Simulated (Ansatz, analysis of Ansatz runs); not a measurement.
# BaLa2S4 (I-42d), nudged elastic band: S_i by the interstitialcy path (q = 0)

How high is the barrier when S changes place in BaLa2S4 (I-42d)? The case: S_i by the interstitialcy path, charge 0, in a cell of 56 host atoms with 1 S put in.

Calculated with Ansatz 0.2.0; plane-wave PAW DFT, PBEsol; nudged elastic band between two relaxed defect structures.

**1. The structure**

The cell holds 57 atoms: 8 Ba, 16 La and 33 S. Its edges and angles: a = 12.447 Å, b = 12.447 Å, c = 12.477 Å, α = 59.9°, β = 59.9°, γ = 60.2°. It derives from BaLa2S4 (space group I-42d). Nearest the centre at fractional (0.479, 0.366, 0.797): S57 at 1.24 Å, S42 at 1.25 Å, La11 at 2.49 Å, Ba3 at 2.58 Å, S46 at 2.60 Å, La17 at 2.68 Å, S27 at 3.28 Å, S34 at 3.35 Å.

The cell's shortest repeat is 12.4 Å.

**2. Relaxation of the start point, charge 0**

A barrier is counted from a minimum, so both ends are relaxed first. Small random displacements break the symmetry of the ideal sites, so that the defect can distort if it gains by it.

File q0.start/input.yaml:

```yaml
crystal:
  lattice:
    - [0.0, 8.82241616, 8.78013777]
    - [8.82241616, 0.0, 8.78013777]
    - [8.82241616, 8.82241616, 0.0]
  atoms:
    - { symbol: Ba, position: [0.125, 0.625, 0.375] }
    - { symbol: Ba, position: [0.375, 0.875, 0.625] }
    - { symbol: Ba, position: [0.625, 0.125, 0.875] }
    - { symbol: Ba, position: [0.875, 0.375, 0.125] }
    - { symbol: Ba, position: [0.0, 0.0, 0.5] }
    - { symbol: Ba, position: [0.25, 0.25, 0.75] }
    - { symbol: Ba, position: [0.5, 0.5, 0.0] }
    - { symbol: Ba, position: [0.75, 0.75, 0.25] }
    - { symbol: La, position: [0.12368136, 1.00131864, 0.12631864] }
    - { symbol: La, position: [0.37368136, 0.25131864, 0.37631864] }
    - { symbol: La, position: [0.62368136, 0.50131864, 0.62631864] }
    - { symbol: La, position: [0.87368136, 0.75131864, 0.87631864] }
    - { symbol: La, position: [-0.00131864, 0.37631864, 0.37368136] }
    - { symbol: La, position: [0.24868136, 0.62631864, 0.62368136] }
    - { symbol: La, position: [0.49868136, 0.87631864, 0.87368136] }
    - { symbol: La, position: [0.74868136, 0.12631864, 0.12368136] }
    - { symbol: La, position: [0.25131864, 0.37368136, -0.00131864] }
    - { symbol: La, position: [0.50131864, 0.62368136, 0.24868136] }
    - { symbol: La, position: [0.75131864, 0.87368136, 0.49868136] }
    - { symbol: La, position: [1.00131864, 0.12368136, 0.74868136] }
    - { symbol: La, position: [0.12631864, 0.74868136, 1.00131864] }
    - { symbol: La, position: [0.37631864, -0.00131864, 0.25131864] }
    - { symbol: La, position: [0.62631864, 0.24868136, 0.50131864] }
    - { symbol: La, position: [0.87631864, 0.49868136, 0.75131864] }
    - { symbol: S, position: [0.23611748, 0.82415068, 0.34321553] }
    - { symbol: S, position: [0.48611748, 0.07415068, 0.59321553] }
    - { symbol: S, position: [0.73611748, 0.32415068, 0.84321553] }
    - { symbol: S, position: [0.98611748, 0.57415068, 0.09321553] }
    - { symbol: S, position: [0.07415068, 0.48611748, 0.84651631] }
    - { symbol: S, position: [0.32415068, 0.73611748, 0.09651631] }
    - { symbol: S, position: [0.57415068, 0.98611748, 0.34651631] }
    - { symbol: S, position: [0.82415068, 0.23611748, 0.59651631] }
    - { symbol: S, position: [0.21821553, 0.97151631, 0.86111748] }
    - { symbol: S, position: [0.46821553, 0.22151631, 0.11111748] }
    - { symbol: S, position: [0.71821553, 0.47151631, 0.36111748] }
    - { symbol: S, position: [0.96821553, 0.72151631, 0.61111748] }
    - { symbol: S, position: [0.11111748, 0.19915068, 0.22151631] }
    - { symbol: S, position: [0.36111748, 0.44915068, 0.47151631] }
    - { symbol: S, position: [0.61111748, 0.69915068, 0.72151631] }
    - { symbol: S, position: [0.86111748, 0.94915068, 0.97151631] }
    - { symbol: S, position: [0.19915068, 0.11111748, 0.46821553] }
    - { symbol: S, position: [0.44915068, 0.36111748, 0.71821553] }
    - { symbol: S, position: [0.69915068, 0.61111748, 0.96821553] }
    - { symbol: S, position: [0.94915068, 0.86111748, 0.21821553] }
    - { symbol: S, position: [0.09321553, 0.34651631, 0.57415068] }
    - { symbol: S, position: [0.34321553, 0.59651631, 0.82415068] }
    - { symbol: S, position: [0.59321553, 0.84651631, 0.07415068] }
    - { symbol: S, position: [0.84321553, 0.09651631, 0.32415068] }
    - { symbol: S, position: [0.09651631, 0.84321553, 0.73611748] }
    - { symbol: S, position: [0.34651631, 0.09321553, 0.98611748] }
    - { symbol: S, position: [0.59651631, 0.34321553, 0.23611748] }
    - { symbol: S, position: [0.84651631, 0.59321553, 0.48611748] }
    - { symbol: S, position: [0.22151631, 0.46821553, 0.19915068] }
    - { symbol: S, position: [0.47151631, 0.71821553, 0.44915068] }
    - { symbol: S, position: [0.72151631, 0.96821553, 0.69915068] }
    - { symbol: S, position: [0.97151631, 0.21821553, 0.94915068] }
    - { symbol: S, position: [0.503885, 0.371115, 0.878885] }
basis:
  ecutwfc: 420
  xc_grid: 2
hamiltonian:
  xc: pbesol
kpoints:
  mp_grid: { grid: [1, 1, 1], shift: [0.25, 0.25, 0.25] }
scf:
  occupations: { method: fixed }
  max_iter: 120
output:
  forces: true
relax:
  f_tol: 0.02
  max_steps: 70
  random_displacement: { amplitude: 0.03, seed: 1123 }
```

Launch:

```console
$ ansatz run input.yaml --threads 32 --pin off --max-ram 84787MiB --backend cuda --events-out ev --progress --plain --runs-dir out --max-vram 78GiB
```

Log:

```text
[... repeated set-up lines and file paths are left out, and long positions are rounded to six places ...]
[...]
Engine: ansatz 0.2.0, aarch64-unknown-linux-gnu
[...]
Pseudopotential: Ba, paw, valence charge 10, recommended cutoff 420 eV (normal), Ba.paw.azcp
Pseudopotential: La, paw, valence charge 11, recommended cutoff 420 eV (normal), La.paw.azcp
Pseudopotential: S, paw, valence charge 6, recommended cutoff 420 eV (normal), S.paw.azcp
Functional definition: PBEsol
[...]
Crystal: 57 atoms, lattice volume = 1366.805 Å³
Basis set: ecut = 420 eV, 26637 PW (Γ), exchange–correlation on 180×180×180 points (8 copies of the dense FFT grid, shifted against one another)
Bands: 284, of which v1, the nominal top of the filled ones, is band 227 counted from 1 (226 counted from 0)
[...]
SCF iter   7: F=-174803.645935 eV  HF=-174803.645939 eV  |F-HF|=4.64e-6  |Δ(HF+E_count)|=   3.48e-6  Δρ=1.33e-5  dr2=6.27e-6  ethr=2.20e-9  ⟨swp⟩=5.0  Hψ=947  notcnv=0
SCF 1 converged in 7 iterations: F = -174803.645935 eV  dr2 = 6.27e-6
[...]
relax step   1: F+E_penalty+E_count = -174803.64593481 eV  Δ(F+E_penalty+E_count) = +0.000e0 eV  max|allowed force component| = 1.754e0 eV/Å  Δτ_max = 0.0000 Å  (7 SCF iters, dr2 threshold 1.00e-5 eV, [...]
[... the SCF cycles and remarks between the steps are left out from here to the last step ...]
relax step   9: F+E_penalty+E_count = -174805.94109956 eV  Δ(F+E_penalty+E_count) = +7.261e-3 eV  max|allowed force component| = 1.359e-1 eV/Å  Δτ_max = 0.1049 Å  (5 SCF iters, dr2 threshold 4.85e-6 e [...]
relax step  10: F+E_penalty+E_count = -174805.96165343 eV  Δ(F+E_penalty+E_count) = -1.329e-2 eV  max|allowed force component| = 3.627e-2 eV/Å  Δτ_max = 0.0511 Å  (7 SCF iters, accepted)
[...]
relax step  12: F+E_penalty+E_count = -174805.96382785 eV  Δ(F+E_penalty+E_count) = -2.472e-4 eV  max|allowed force component| = 1.855e-2 eV/Å  Δτ_max = 0.0082 Å  (5 SCF iters, accepted)
[...]
```

Elapsed: 6.9 s, on 1 × NVIDIA GB200 with 32 threads of Arm Neoverse V2, shared host; peak memory 1.5 GiB; 30 s of CPU time.

Step by step:

| step | energy less that of the first step (eV) | largest force component (eV/Å) |
| --- | --- | --- |
| 1 | 0.0000 | 1.7542 |
| 2 | -1.1040 | 0.6242 |
| 3 | -1.5549 | 0.9752 |
| 4 | -1.9039 | 1.3247 |
| 5 | -2.1802 | 0.4403 |
| 6 | -2.2288 | 0.5720 |
| 7 | -2.2914 | 0.2096 |
| 8 | -2.3024 | 0.1900 |
| 9 | -2.2952 | 0.1359 |
| 10 | -2.3157 | 0.0363 |
| 11 | -2.3176 | 0.0262 |
| 12 | -2.3179 | 0.0185 |

Relaxation step 9 was tried and not accepted.

The atoms that moved most (Å, from the sites as typed, ahead of the random displacement, the mean shift of all atoms taken out):

| atom | dx | dy | dz | length |
| --- | --- | --- | --- | --- |
| S57 | -0.585 | -0.489 | -0.336 | 0.833 |
| S42 | -0.069 | -0.426 | 0.150 | 0.457 |
| Ba3 | -0.252 | 0.296 | -0.108 | 0.404 |
| S46 | 0.198 | -0.228 | 0.017 | 0.303 |
| La14 | 0.146 | -0.126 | 0.067 | 0.204 |
| S49 | 0.137 | -0.121 | 0.004 | 0.183 |
| La17 | 0.171 | 0.012 | -0.055 | 0.180 |
| S40 | 0.048 | 0.172 | 0.017 | 0.179 |

Neighbours of S57 at the end:

| atom | distance (Å) |
| --- | --- |
| S42 | 2.088 |
| La17 | 2.736 |
| La11 | 2.750 |
| Ba3 | 2.752 |
| S46 | 2.963 |
| S34 | 2.980 |
| S27 | 3.133 |
| Ba7 | 3.378 |

Among the atoms that came to bonding distance: S42–S57 2.09 Å (from 2.49).

This step gave:

```yaml
free_energy: -174805.9638 eV
r_m_s_move_of_the_farther_half_of_the_atoms: 0.05564 Å
largest_move_from_the_ideal_geometry_of_this_structure_a_common_shift_of_the_far_atoms_taken_out: 0.8489 Å
```

The relaxation gained 2.318 eV and ended with a largest force component of 0.018 eV/Å.

**3. Relaxation of the end point, charge 0**

The end point is relaxed in the same cell and settings, so that the two energies compare. Atoms more than 3.2 Å from the middle of the hop start where the first relaxation left them, the nearer ones on or close to their ideal places, with small random displacements.

File q0.end/input.yaml:

```yaml
crystal:
  lattice:
    - [0.0, 8.82241616, 8.78013777]
    - [8.82241616, 0.0, 8.78013777]
    - [8.82241616, 8.82241616, 0.0]
  atoms:
    - { symbol: Ba, position: [0.12762761, 0.62373757, 0.37533386] }
    - { symbol: Ba, position: [0.37303315, 0.87944478, 0.62317291] }
    - { symbol: Ba, position: [0.625, 0.125, 0.875] }
[... 3 atom lines left out ...]
    - { symbol: Ba, position: [0.49922653, 0.49825686, -0.00921734] }
[... 3 atom lines left out ...]
    - { symbol: La, position: [0.62368136, 0.50131864, 0.62631864] }
[... 2 atom lines left out ...]
    - { symbol: La, position: [0.23698174, 0.64579176, 0.61940412] }
[... 2 atom lines left out ...]
    - { symbol: La, position: [0.25131864, 0.37368136, -0.00131864] }
[... 9 atom lines left out ...]
    - { symbol: S, position: [0.75073858, 0.31838988, 0.84373636] }
[... 4 atom lines left out ...]
    - { symbol: S, position: [0.81969813, 0.23687198, 0.59786889] }
[... 1 atom line left out ...]
    - { symbol: S, position: [0.47076054, 0.21754156, 0.11741921] }
[... 7 atom lines left out ...]
    - { symbol: S, position: [0.4961, 0.1289, 0.7539] }
[... 3 atom lines left out ...]
    - { symbol: S, position: [0.34321553, 0.59651631, 0.82415068] }
[... 3 atom lines left out ...]
    - { symbol: S, position: [0.35273959, 0.09204655, 0.98268505] }
[... 6 atom lines left out ...]
    - { symbol: S, position: [0.453389, 0.360562, 0.716005] }
basis:
  ecutwfc: 420
  xc_grid: 2
hamiltonian:
  xc: pbesol
kpoints:
  mp_grid: { grid: [1, 1, 1], shift: [0.25, 0.25, 0.25] }
scf:
  occupations: { method: fixed }
  max_iter: 120
output:
  forces: true
relax:
  f_tol: 0.02
  max_steps: 70
  random_displacement: { amplitude: 0.01, seed: 1123 }
```

Log:

```text
[...]
Crystal: 57 atoms, lattice volume = 1366.805 Å³
Basis set: ecut = 420 eV, 26637 PW (Γ), exchange–correlation on 180×180×180 points (8 copies of the dense FFT grid, shifted against one another)
Bands: 284, of which v1, the nominal top of the filled ones, is band 227 counted from 1 (226 counted from 0)
[...]
k-points: 1
[...]
SCF iter   2: F=—  HF=-174803.386388 eV  |F-HF|=—  |Δ(HF+E_count)|=   1.02e-1  Δρ=2.26e-3  dr2=6.91e-2  ethr=1.31e-4  ⟨swp⟩=4.0  Hψ=406  notcnv=0  defer=55
[...]
SCF iter   7: F=-174803.383432 eV  HF=-174803.383435 eV  |F-HF|=3.20e-6  |Δ(HF+E_count)|=   2.96e-6  Δρ=1.05e-5  dr2=4.22e-6  ethr=2.20e-9  ⟨swp⟩=5.0  Hψ=841  notcnv=0
SCF 1 converged in 7 iterations: F = -174803.383432 eV  dr2 = 4.22e-6
[...]
relax step   1: F+E_penalty+E_count = -174803.38343216 eV  Δ(F+E_penalty+E_count) = +0.000e0 eV  max|allowed force component| = 1.962e0 eV/Å  Δτ_max = 0.0000 Å  (7 SCF iters, dr2 threshold 1.00e-5 eV, [...]
[...]
relax step   3: F+E_penalty+E_count = -174804.97348979 eV  Δ(F+E_penalty+E_count) = -3.297e-1 eV  max|allowed force component| = 3.173e-1 eV/Å  Δτ_max = 0.2000 Å  (6 SCF iters, dr2 threshold 3.16e-5 e [...]
[...]
SCF 9 converged in 5 iterations: F = -174805.767514 eV  dr2 = 8.94e-6
[...]
SCF 10 converged in 4 iterations: F = -174805.843744 eV  dr2 = 4.90e-5
[...]
SCF 14 converged in 2 iterations: F = -174805.912366 eV  dr2 = 2.94e-8
[...]
SCF converged after 2 iterations
[...]
```

The job ended after 8.4 s (1 × NVIDIA GB200 with 32 threads; peak memory 1.4 GiB).

Step by step:

| step | energy less that of the first step (eV) | largest force component (eV/Å) |
| --- | --- | --- |
| 1 | 0.0000 | 1.9619 |
| 2 | -1.2603 | 0.7112 |
| 3 | -1.5901 | 0.3173 |
| 4 | -1.6883 | 0.6581 |
| 5 | -1.7770 | 0.6164 |
| 6 | -1.9992 | 0.7050 |
| 7 | -2.2616 | 0.4498 |
| 8 | -2.3256 | 0.4938 |
| 9 | -2.3841 | 0.8846 |
| 10 | -2.4603 | 0.3092 |
| 11 | -2.5202 | 0.1192 |
| 12 | -2.5273 | 0.0634 |
| 13 | -2.5289 | 0.0173 |
| 14 | -2.5289 | 0.0173 |

The atoms that moved most (Å, from the sites as typed, ahead of the random displacement):

| atom | dx | dy | dz | length |
| --- | --- | --- | --- | --- |
| S42 | 0.348 | 0.377 | -0.682 | 0.854 |
| S50 | 0.504 | -0.157 | -0.044 | 0.530 |
| La15 | -0.265 | 0.138 | -0.184 | 0.351 |
| S57 | 0.152 | -0.089 | 0.092 | 0.199 |
| S26 | -0.143 | -0.104 | 0.048 | 0.183 |
| La14 | -0.124 | 0.130 | -0.025 | 0.181 |
| Ba3 | 0.002 | 0.104 | 0.143 | 0.177 |
| S49 | -0.121 | 0.121 | 0.028 | 0.173 |

Neighbours of S57 at the end:

| atom | distance (Å) |
| --- | --- |
| La11 | 2.811 |
| La14 | 2.937 |
| La23 | 3.026 |
| S42 | 3.098 |
| La17 | 3.141 |
| S46 | 3.161 |
| Ba3 | 3.258 |
| S38 | 3.270 |
| Ba6 | 3.329 |

Among the atoms that came to bonding distance: S50–S42 2.09 Å (from 2.44).

Read from the output:

* free energy: -174805.9124 eV
* r.m.s. move of the farther half of the atoms: 0.08244 Å
* largest move from the ideal geometry of this structure, a common shift of the far atoms taken out: 0.8705 Å

The relaxation gained 2.529 eV and ended with a largest force component of 0.017 eV/Å. The end lies 0.051 eV above the start.

(Continued in part 2 of 3.)

[Logs are printed without paths, hosts, clocks, repeated set-up lines and the standing remarks that a program may print on its own settings, such as how far it seeks lower states.]

[Hosts, paths, dates, database ids (printed as entryN), source tags and the programs' standing remarks are cut or masked in the printed files.]
